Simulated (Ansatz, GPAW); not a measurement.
# 1T-SnS2 under H-SiSi-Cl chair, AB: simulated STM images, part 2 of 3

What would a tunnelling microscope show on 1T-SnS2 under H-SiSi-Cl chair, AB?

GPAW 26.7.0 and Ansatz 0.2.0; Ansatz plane waves; layer without images along its normal, relaxation of atoms and in-plane cell, with D3(BJ) dispersion; PAW set soft_1 (the session's first sound run).

So far. Step 2 (Relaxation): The relaxation lowered the energy of the cell by 3.91 eV.

### Step 3. The slab's potential

The work function is the vacuum plateau of the electrostatic potential less the Fermi level; a dipole layer lets the two faces have plateaus of their own.

This step: GPAW, PAW setups; slab in vacuum (GPAW 26.7.0).

The cell differs from the one that the last finished run ended in (c 42.110 → 24.287 Å).

File run.py:

```python
import json
import numpy as np
from ase import Atoms
from ase.dft.stm import STM
from gpaw import GPAW, PW

slab = Atoms(
    ['S', 'Sn', 'S', 'Cl', 'Si', 'Si', 'H'],
    positions=[
        [1.88396, 1.08771, 7.00000],
        [-0.00000, 0.00000, 8.44730],
        [-0.00000, 2.17541, 9.89388],
        [-0.00000, 0.00000, 12.94202],
        [-0.00000, 0.00000, 15.00690],
        [1.88396, 1.08771, 15.78548],
        [1.88396, 1.08771, 17.28743]],
    cell=[[3.76792, 0.0, -0.0], [-1.88396, 3.26312, 0.0], [-0.0, 0.0, 24.2874]],
    pbc=[True, True, False])

slab.calc = GPAW(mode=PW(500), xc='PBE', kpts={'size': (9, 9, 1), 'gamma': True},
                 occupations={'name': 'fermi-dirac', 'width': 0.05}, nbands='200%',
                 convergence={'density': 1e-05}, maxiter=200,
                 poissonsolver={'dipolelayer': 'xy'},
                 symmetry={'tolerance': 1e-3}, txt='slab.txt')
result = {}
energy = slab.get_potential_energy()
fermi = slab.calc.get_fermi_level()
v = slab.calc.get_electrostatic_potential().mean((0, 1)) - fermi
n = slab.calc.get_pseudo_density().mean((0, 1))
L = slab.cell[2, 2]
z = np.arange(len(v)) * L / len(v)
low, high = slab.positions[:, 2].min(), slab.positions[:, 2].max()
below, above = np.interp([low - 4.8, high + 4.8], z, v)
slopes = [np.interp(x, z, np.gradient(v, z)) for x in (low - 4.8, high + 4.8)]
eps = np.array([[slab.calc.get_eigenvalues(k, s) for k in range(len(slab.calc.get_ibz_k_points()))]
                for s in range(slab.calc.get_number_of_spins())]) - fermi
top, bottom = eps[eps < 0].max(), eps[eps > 0].min()
dipole = slab.get_dipole_moment()[2]
print(f'energy {energy:.4f} eV, Fermi level {fermi:.4f} eV, dipole {dipole:.5f} e A')
print(f'potential 4.8 A off the faces, from the Fermi level: lower {below:.4f} eV, upper {above:.4f} eV')
print(f'slope of the potential there: lower {slopes[0]:.5f}, upper {slopes[1]:.5f} eV/A')
print(f'nearest levels on the mesh: {top:.4f} and {bottom:.4f} eV')
print('magnetic moment', round(slab.get_magnetic_moment(), 3))
result.update(energy=energy, fermi=fermi, dipole=dipole, below=below, above=above, slopes=slopes, edges=[top, bottom],
              z=z.tolist(), v=v.tolist(), n=n.tolist(), positions=slab.positions.tolist(),
              forces=slab.get_forces(apply_constraint=False).tolist(), moments=slab.get_magnetic_moments().tolist())

# Images need the states of the whole zone, up to time reversal
slab.calc = slab.calc.fixed_density(symmetry={'point_group': False}, txt='states.txt', nbands='290%',
                                    convergence={'bands': 'CBM+1.3'})
stm = STM(slab)
result['stm'] = []
for bias in [-1.0, 1.0]:
    height = high + 3.5
    current = stm.get_averaged_current(bias, height)
    x, y, h = stm.scan(bias, current)
    i, f = divmod(height / L * stm.ldos.shape[2], 1)
    I = abs((1 - f) * stm.ldos[:, :, int(i)] + f * stm.ldos[:, :, int(i) + 1])
    print(f'bias {bias} V: mean current at 3.5 A {current:.4e}, corrugation {np.ptp(h):.4f} A')
    result['stm'].append(dict(bias=bias, current=current, h=(h - high).tolist(), I=I.tolist()))
json.dump(result, open('result.json', 'w'))
```

Launch:

```bash
OMP_NUM_THREADS=1 OPENBLAS_NUM_THREADS=1 python run.py
```

Numbers of over 12 decimals in the logs are rounded to 6 here.

The program printed:

```text
energy -30.4798 eV, Fermi level -0.4509 eV, dipole 0.08404 e A
potential 4.8 A off the faces, from the Fermi level: lower 5.5895 eV, upper 4.3494 eV
slope of the potential there: lower -0.00006, upper 0.00003 eV/A
nearest levels on the mesh: -0.2572 and 0.3113 eV
magnetic moment 0.0
bias -1.0 V: mean current at 3.5 A 1.2786e-10, corrugation 20.9533 A
bias 1.0 V: mean current at 3.5 A 2.3985e-08, corrugation 0.1122 A
```

It took 2.4 min on 1 thread of AMD EPYC 9R14 (Zen 4), shared host; peak memory 0.79 GiB.

Numbers from this step:

| Quantity | Value |
| --- | --- |
| dipole along the normal | 0.08404 e·Å |
| levels nearest the Fermi level on the mesh | -0.2572, 0.3113 eV from the Fermi level |
| upper work function | 4.349 eV |
| lower work function | 5.589 eV |
| corrugation 1 | 0.1122 Å |
| upper ionisation energy | 4.607 eV |

The electrostatic potential energy of an electron (without an applied field's), less the Fermi level, planar mean oscillates, so the rows of the table below give means over windows of 2.22 Å about each position, cut where the curve ends. Its maxima inside the range that stand out by 2 % of the span (Å: eV): 0.9: 5.59, 7.6: -5.35, 9.3: -5.37, 11.5: 5.03, 13.9: 1.90. Its minima: 7.0: -12.9, 8.5: -15.6, 9.8: -12.8, 12.9: -10.9, 15.2: -12.5.

Electrostatic potential energy of an electron (without an applied field's), less the Fermi level, planar mean against z; means over each step:

z (Å), electrostatic potential energy of an electron (without an applied field's), less the Fermi level, planar mean (eV) and a bar from the least value:
```
     1.11        5.5 ##############################
     3.33        5.6 ##############################
     5.55        3.8 ###########################
     7.77      -10.4 
     9.99       -4.8 ###########
    12.21       -0.4 ###################
    14.43       -4.9 ##########
    16.65       -2.3 ###############
    18.87        4.2 ###########################
    21.09        4.3 ############################
    23.31        4.4 ############################
```

Pseudo valence density, planar mean against z:

```csv
z (Å),"pseudo valence density, planar mean (e/Å³)"
3,9.0e-6
4,1.9e-4
5,0.00404
6,0.0888
7,0.301
8,0.581
9,0.474
10,0.295
11,0.0673
12,0.0955
13,0.368
14,0.152
15,0.258
16,0.211
17,0.123
18,0.0192
19,8.4e-4
20,3.6e-5
```

Tip height over the top atom over a1 and a2. Sample bias 1 V, constant current at the mean current 3.5 Å over the top atom.

Ten even steps from '0' (3.45 Å) to '9' (3.56 Å):
```
33333333444433333333
43443222111222344344
33443220000123443344
33333100100133333444
43221001100122345555
43210000000123455555
43200100100234455554
44101101101444566654
54100000014556899865
54100000145569989865
54221112455699889965
43223223456998889965
43233234469989989864
43343344589889889854
43443455698888889655
33433555699999996555
33334555688998865554
43444555566666555544
33444554455554455444
33433444455544443343
```
Columns: a1 from 0 to 0.95; rows upwards: a2 from 0 to 0.95.

Local density of states summed over the bias window over a1 and a2. Sample bias 1 V, constant height 3.5 Å over the top atom.

Values in units of 1e-8 arbitrary, 12 rows by 16 columns, each cell a mean:
```
2.3 2.4 2.4 2.4 2.3 2.3 2.3 2.3 2.3 2.3 2.3 2.3 2.4 2.4 2.4 2.4
2.3 2.4 2.4 2.3 2.3 2.2 2.2 2.2 2.2 2.3 2.3 2.4 2.4 2.3 2.4 2.4
2.4 2.3 2.3 2.3 2.2 2.2 2.2 2.2 2.2 2.3 2.3 2.3 2.4 2.4 2.4 2.4
2.4 2.3 2.3 2.2 2.2 2.2 2.2 2.2 2.2 2.3 2.3 2.4 2.5 2.5 2.5 2.4
2.4 2.3 2.2 2.2 2.2 2.2 2.2 2.2 2.3 2.4 2.4 2.5 2.5 2.5 2.5 2.4
2.4 2.3 2.2 2.2 2.2 2.2 2.2 2.3 2.4 2.5 2.5 2.6 2.7 2.7 2.6 2.5
2.4 2.3 2.3 2.3 2.3 2.3 2.4 2.4 2.5 2.6 2.7 2.6 2.6 2.7 2.6 2.5
2.4 2.3 2.3 2.3 2.3 2.3 2.4 2.5 2.6 2.7 2.7 2.7 2.7 2.7 2.6 2.4
2.4 2.4 2.4 2.4 2.4 2.4 2.5 2.6 2.6 2.6 2.7 2.6 2.6 2.6 2.5 2.4
2.3 2.4 2.4 2.3 2.4 2.5 2.5 2.6 2.7 2.7 2.7 2.7 2.6 2.5 2.5 2.4
2.3 2.4 2.4 2.4 2.4 2.5 2.5 2.5 2.5 2.5 2.5 2.5 2.5 2.4 2.4 2.4
2.3 2.4 2.4 2.3 2.4 2.4 2.4 2.4 2.5 2.4 2.4 2.4 2.4 2.4 2.4 2.4
```
Columns: a1 from 0 to 0.95; rows upwards: a2 from 0 to 0.95.

Force by atom:

```csv
atom,x (eV/Å),y (eV/Å),z (eV/Å),size
S1,0.000,0.000,-0.051,0.051
Sn2,0.000,0.000,-0.042,0.042
S3,0.000,0.000,-0.022,0.022
Cl4,0.000,0.000,-0.091,0.091
Si5,0.000,0.000,0.117,0.117
Si6,0.000,0.000,0.027,0.027
H7,0.000,0.000,0.062,0.062
```

The layer is gapped, so the Fermi level lies somewhere inside the gap, set by smearing and numerics, and these work functions are no property of the material; the band edges below the vacuum level are. The potential is flat to 5.8e-5 eV/Å where it is read, so the vacuum is wide enough. The geometry is the other program's minimum (found with a dispersion term); here the largest force on a free atom is 0.12 eV/Å. At -1 V the search found no usable constant-current contour near the set height, so the printed corrugation is no image; it is left out.

### Step 4. A second plane-wave code

A second program with its own datasets checks the number independently.

This step: Ansatz plane waves; slab in vacuum with a dipole correction; PAW set soft_1 (Ansatz 0.2.0).

File input.yaml:

```yaml
crystal:
  lattice:
    - [3.7679239791, 0.0, 0.0]
    - [-1.8839619896, 3.2631178855, 0.0]
    - [0.0, 0.0, 42.1103336876]
  atoms:
    - { symbol: S, position: [0.6666666667, 0.3333333333, 0.1462498522] }
    - { symbol: Sn, position: [0.0, 0.0, 0.1806191055] }
    - { symbol: S, position: [0.3333333333, 0.6666666667, 0.2149711316] }
    - { symbol: Cl, position: [0.0, 0.0, 0.2873559007] }
    - { symbol: Si, position: [0.0, 0.0, 0.336390834] }
    - { symbol: Si, position: [0.6666666667, 0.3333333333, 0.3548797789] }
    - { symbol: H, position: [0.6666666667, 0.3333333333, 0.3905469321] }
kpoints:
  mp_grid: { grid: [9, 9, 1] }
hamiltonian:
  xc: pbe
  pseudopotentials: { kind: paw, azcp: { folder: soft_1 } }
scf:
  occupations: { method: fermi_dirac, width: 0.05 }
efield:
  axis: 3
  dipole_correction: true
  ramp_width: 0.05
output:
  forces: true
  write_potential: true
  write_density: true
  volumetric_format: npy
  elf: true
```

Launch:

```bash
ansatz run input.yaml --threads 4 --pin off --max-ram 8192MiB --backend cpu --events-out ev --progress --plain --runs-dir out
```

The program printed:

```text
[...]
Crystal: 7 atoms, lattice volume = 517.754 Å³
Basis set: ecut = 420 eV, 10161 PW (Γ), exchange–correlation on 54×54×576 points (8 copies of the dense FFT grid, shifted against one another)
Bands: 28, of which v1, the nominal top of the filled ones, is band 21 counted from 1 (20 counted from 0)
Symmetry: 6 space group operations
[...]
k-points: 12 of 81 (time reversal used)
[...]
SCF iter   1: F=—  HF=-10198.803384 eV  |F-HF|=—  |Δ(HF+E_count)|=         —  Δρ=2.51e-2  dr2=3.84e0  ethr=3.10e-3  p=0.000 e·Å  D=3.12e-8 V/Å  ΔV_dip=-0.00 eV  dr2_dipole=1.42e-7  V_vac-E_F(+/−)=6.28/6.28 eV  ⟨swp⟩=14.6  Hψ=2656  notcnv=0  defer=1
efield: sawtooth ramp at fractional position 0.7434 (placed from the atoms, in the widest stretch of the axis that holds none; the zero of the levels goes with the place), width 0.0500; the density the first Hamiltonian is built on has a dipole p = 0.000 e·Å; the dipole correction subtracts the counter field D = 3.12e-8 V/Å, which shifts the + side's vacuum level by -0.00 eV against the − side's; the planar-averaged density in the ramp window peaks in size at 7.9e-7 e/Å³
[...]
SCF iter   2: F=—  HF=-10197.805659 eV  |F-HF|=—  |Δ(HF+E_count)|=   9.98e-1  Δρ=1.12e-2  dr2=5.74e-1  ethr=3.10e-3  p=0.009 e·Å  D=3.12e-3 V/Å  ΔV_dip=-0.13 eV  dr2_dipole=4.55e-3  V_vac-E_F(+/−)=5.75/5.88 eV  ⟨swp⟩=3.5  Hψ=746  notcnv=0  defer=22
[...]
SCF iter  11: F=-10197.683652 eV  HF=-10197.683652 eV  |F-HF|=7.26e-10  |Δ(HF+E_count)|=   3.05e-8  Δρ=1.10e-6  dr2=7.77e-9  ethr=2.38e-10  p=0.084 e·Å  D=2.93e-2 V/Å  ΔV_dip=-1.24 eV  dr2_dipole=4.87e-12  V_vac-E_F(+/−)=4.36/5.59 eV  ⟨swp⟩=22.6  Hψ=3432  notcnv=0
SCF 1 converged in 11 iterations: F = -10197.683652 eV  dr2 = 7.77e-9
[...]
WARN: The output density's exchange-correlation potential varies sharply where the density is thin. Do not read a vacuum level from v_tot or v_xc, or from such a field of the output density. On a cell that repeats whose density bears no net charge and no dipole along the vacuum's axis use v_es (v_loc + v_h of the components); under efield.dipole_correction with no amplitude use v_es + v_field, which holds any externa [...]
SCF converged after 11 iterations
Free energy (F): -10197.683652 eV
[...]
Internal energy: -10197.683441 eV  (E = F + TS)
E sigma→0 (E₀):  -10197.683547 eV
Entropy (-TS):   -0.000211 eV (-0.030 meV/atom)
Fermi energy:    -2.015376 eV
Dipole field:    D = 0.029337 V/Å  (p = 0.083942 e·Å, saw-weighted, corrected)
Work function:   Φ+ = 4.3583 eV   Φ− = 5.5937 eV
Levels:          The Fermi level and band energies are counted from a zero that moves with the ramp; work functions are not
[...]
--- Forces (eV/Å), atoms counted from 1 ---
  atom   1  S      0.00000000     0.00000000    -0.07825127
  atom   2  Sn     0.00000000    -0.00000000    -0.04228957
  atom   3  S     -0.00000000    -0.00000000     0.00487316
  atom   4  Cl     0.00000000     0.00000000     0.00633291
  atom   5  Si    -0.00000000     0.00000000     0.04336642
  atom   6  Si     0.00000000     0.00000000     0.05064218
  atom   7  H     -0.00000000     0.00000000     0.01532973
  max |Σ_I F_I| component: 3.55e-6 eV/Å
--- Band table (eV; the first three rows and the last of 12) ---
  k-point 0: bands = [... 17 lower, -3.5324, -3.5324, -2.2687, -2.2687, -1.2317, -0.3538, 0.2707, 1.4229, ... 3 higher]
  k-point 1: bands = [... 17 lower, -3.7513, -3.4135, -3.1453, -2.5136, -0.7992, 0.0385, 0.8417, 1.2085, ... 3 higher]
  k-point 2: bands = [... 17 lower, -4.3122, -3.6515, -3.4073, -2.9614, -0.7781, 0.0454, 1.0160, 1.4232, ... 3 higher]
  k-point 11: bands = [... 17 lower, -4.9836, -4.8137, -3.7526, -3.7267, -0.6427, 1.0130, 1.7225, 2.5245, ... 3 higher]
```

Run time: 4.2 s. Hardware: 4 threads; peak memory 0.96 GiB; 15 s of CPU time.

Numbers from this step:

| Property | Result |
| --- | --- |
| free energy | -10197.6837 eV |
| upper work function | 4.358 eV |
| lower work function | 5.594 eV |
| dipole along the normal | 0.08394 e·Å |
| dipole field | 0.02934 V/Å |
| vacuum level above | 2.343 eV |
| vacuum level below | 3.578 eV |

The electrostatic potential energy of an electron (with the applied field's), less the Fermi level, planar mean oscillates, so the rows of the table below give means over windows of 1 Å about each position, cut where the curve ends. Its maxima inside the range that stand out by 2 % of the span (Å: eV): 7.6: -5.41, 10.7: 5.03, 13.0: 1.95. Its minima: 7.2: -6.49, 8.2: -6.50, 12.1: -3.22, 14.6: -10.7.

Electrostatic potential energy of an electron (with the applied field's), less the Fermi level, planar mean against z; means over each step:

```csv
z (Å),"electrostatic potential energy of an electron (with the applied field's), less the Fermi level, planar mean (eV)"
0,5.59
1,5.59
2,5.59
3,5.59
4,5.52
5,4.02
6,-4.10
7,-6.14
8,-6.05
9,-5.23
10,2.66
11,4.08
12,-2.08
13,0.429
14,-6.65
15,-7.48
16,0.936
17,3.52
18,4.32
19,4.36
20,4.36
21,4.36
22,4.36
23,4.36
24,4.36
25,4.36
26,4.36
27,4.36
28,4.36
29,4.36
30,4.36
31,4.37
32,4.77
33,5.35
34,5.59
35,5.59
36,5.59
37,5.59
38,5.59
39,5.59
40,5.59
41,5.59
```

Valence density, planar mean against z:

z (Å), valence density, planar mean (e/Å³) and a bar:
```
        2       0.00 
        3       0.00 
        4       0.00 
        5       0.06 ##
        6       0.31 #############
        7       0.47 ####################
        8       0.70 ##############################
        9       0.33 ##############
       10       0.10 ####
       11       0.06 ##
       12       0.39 #################
       13       0.18 ########
       14       0.23 ##########
       15       0.26 ###########
       16       0.13 #####
       17       0.03 #
       18       0.00 
       19       0.00
```

Force by atom:

```csv
atom,x (eV/Å),y (eV/Å),z (eV/Å),size
S1,0.0000,0.0000,-0.0783,0.0783
Sn2,0.0000,0.0000,-0.0423,0.0423
S3,0.0000,0.0000,0.0049,0.0049
Cl4,0.0000,0.0000,0.0063,0.0063
Si5,0.0000,0.0000,0.0434,0.0434
Si6,0.0000,0.0000,0.0506,0.0506
H7,0.0000,0.0000,0.0153,0.0153
```

ELF in the ca plane at fractional y = 0.000, with atoms of Sn and Cl and Si within 0.2 Å of it. It is the smooth field of the valence electrons, not physical close to the nuclei.

Ten even steps from '0' (0.00) to '9' (0.89), each cell a mean:
```
00000000000000001221000221000279856886344541
00000000000000012332112232100159999875478852
00000000000001345543222455420027998633699963
00000000000013577764223577762002454212588853
00000000000125788774213678873000000001467643
00000000000024678764213678763000121001478753
00000000000012456654223566641015787422699863
00000000000000123432222343210048999754689862
00000000000000001222001221000169988885356652
00000000000000000221000221000279724896343431
```
Columns run along c (16.0 Å, from fractional 0.00 to 0.38 of the cell), rows up along a (3.8 Å). Atoms in or near the plane, at fractional coordinates: Sn at (0.18, 0.00), Cl at (0.29, 0.00), Si at (0.34, 0.00).

(Continued in part 3 of 3.)

[Logs are printed without paths, hosts, clocks, repeated set-up lines and the standing remarks that a program may print on its own settings, such as how far it seeks lower states.]

[Hosts, paths, dates, database ids (printed as entryN), source tags and the programs' standing remarks are cut or masked in the printed files.]
